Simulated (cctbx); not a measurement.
**Which space group?**

Cell: a = 5.1990 Å, b = 7.4950 Å, c = 5.3720 Å, α = 90.00°, β = 90.23°, γ = 90.00°. Expected content of the cell: Sb2 Ru2 Fe2 Mg2 O12.

Simulated single-crystal data (cctbx): Mo Kα, λ = 0.71073 Å, to d = 0.65 Å, 50 % of the full sphere, strongest reflection 5000 counts, noise from counting, a 6 % proportional error and a noise floor of 4 counts (s.d.); no absorption, some extinction.

Tests on the unmerged data give:

```text
1566 reflections to d = 0.650 A
centring   violations  <I/sigma> of those
    A        413 of   765      6.2
    B        266 of   798      3.1
    C        433 of   791      6.1
    I        393 of   802      4.2
    R        591 of  1070      6.2
    F        556 of  1177      5.1
Laue class    unique    Rint  (classes that these axes allow; Friedel mates merged)
P -1             1188   0.045
P 1 2/m 1         775   0.053
space group    extra absences  I>4sigma  <I/sigma>
P 1 2 1                 0          0         -  acentric
P 1 21 1                6          0      -0.1  acentric
P 1 m 1                 0          0         -  acentric
P 1 2/m 1               0          0         -  centric
P 1 21/m 1              6          0      -0.1  centric
Wilson B = 0.60 A^2   <|E^2-1|> = 1.235 (0.968 centric, 0.736 acentric)   E^2>4: 8.4 %
shell (A)         n   <I/sigma>
 7.50 - 1.30    102      9.9
 1.30 - 1.03    100      9.0
 1.03 - 0.90     95      8.4
 0.90 - 0.82     96      8.7
 0.82 - 0.76     90      6.2
 0.76 - 0.72    110      8.0
 0.72 - 0.68     96      7.4
 0.68 - 0.65     86      5.0
```

**Question.** What are the lattice type, the Laue class and the likely space group?

Every centring test has many violations, so the lattice is primitive.

Rint stays low (0.045 to 0.053) up to P 1 2/m 1, the highest class in these axes.

5 settings pass the absence test. The most absences obeyed, 6, belong to P 1 21 1 and P 1 21/m 1, which absences can't tell apart.

⟨|E²−1|⟩ = 1.235 is above even the centric ideal, a mark of pseudo-translation (a class of systematically weak reflections). The Wilson B of 0.60 Å² means U ≈ 0.0076 Å².

The true group is P2_1/m (no. 11), Laue class 2/m, centrosymmetric. The tables only narrow the choice to the tied entries; cell content, site symmetry and trial solutions must settle it.

The model was made for the exercise: a known structure type with other elements put in, its volume estimated, not relaxed; displacement parameters are assumed.

[Logs are printed without paths, hosts, clocks, repeated set-up lines and the standing remarks that a program may print on its own settings, such as how far it seeks lower states.]
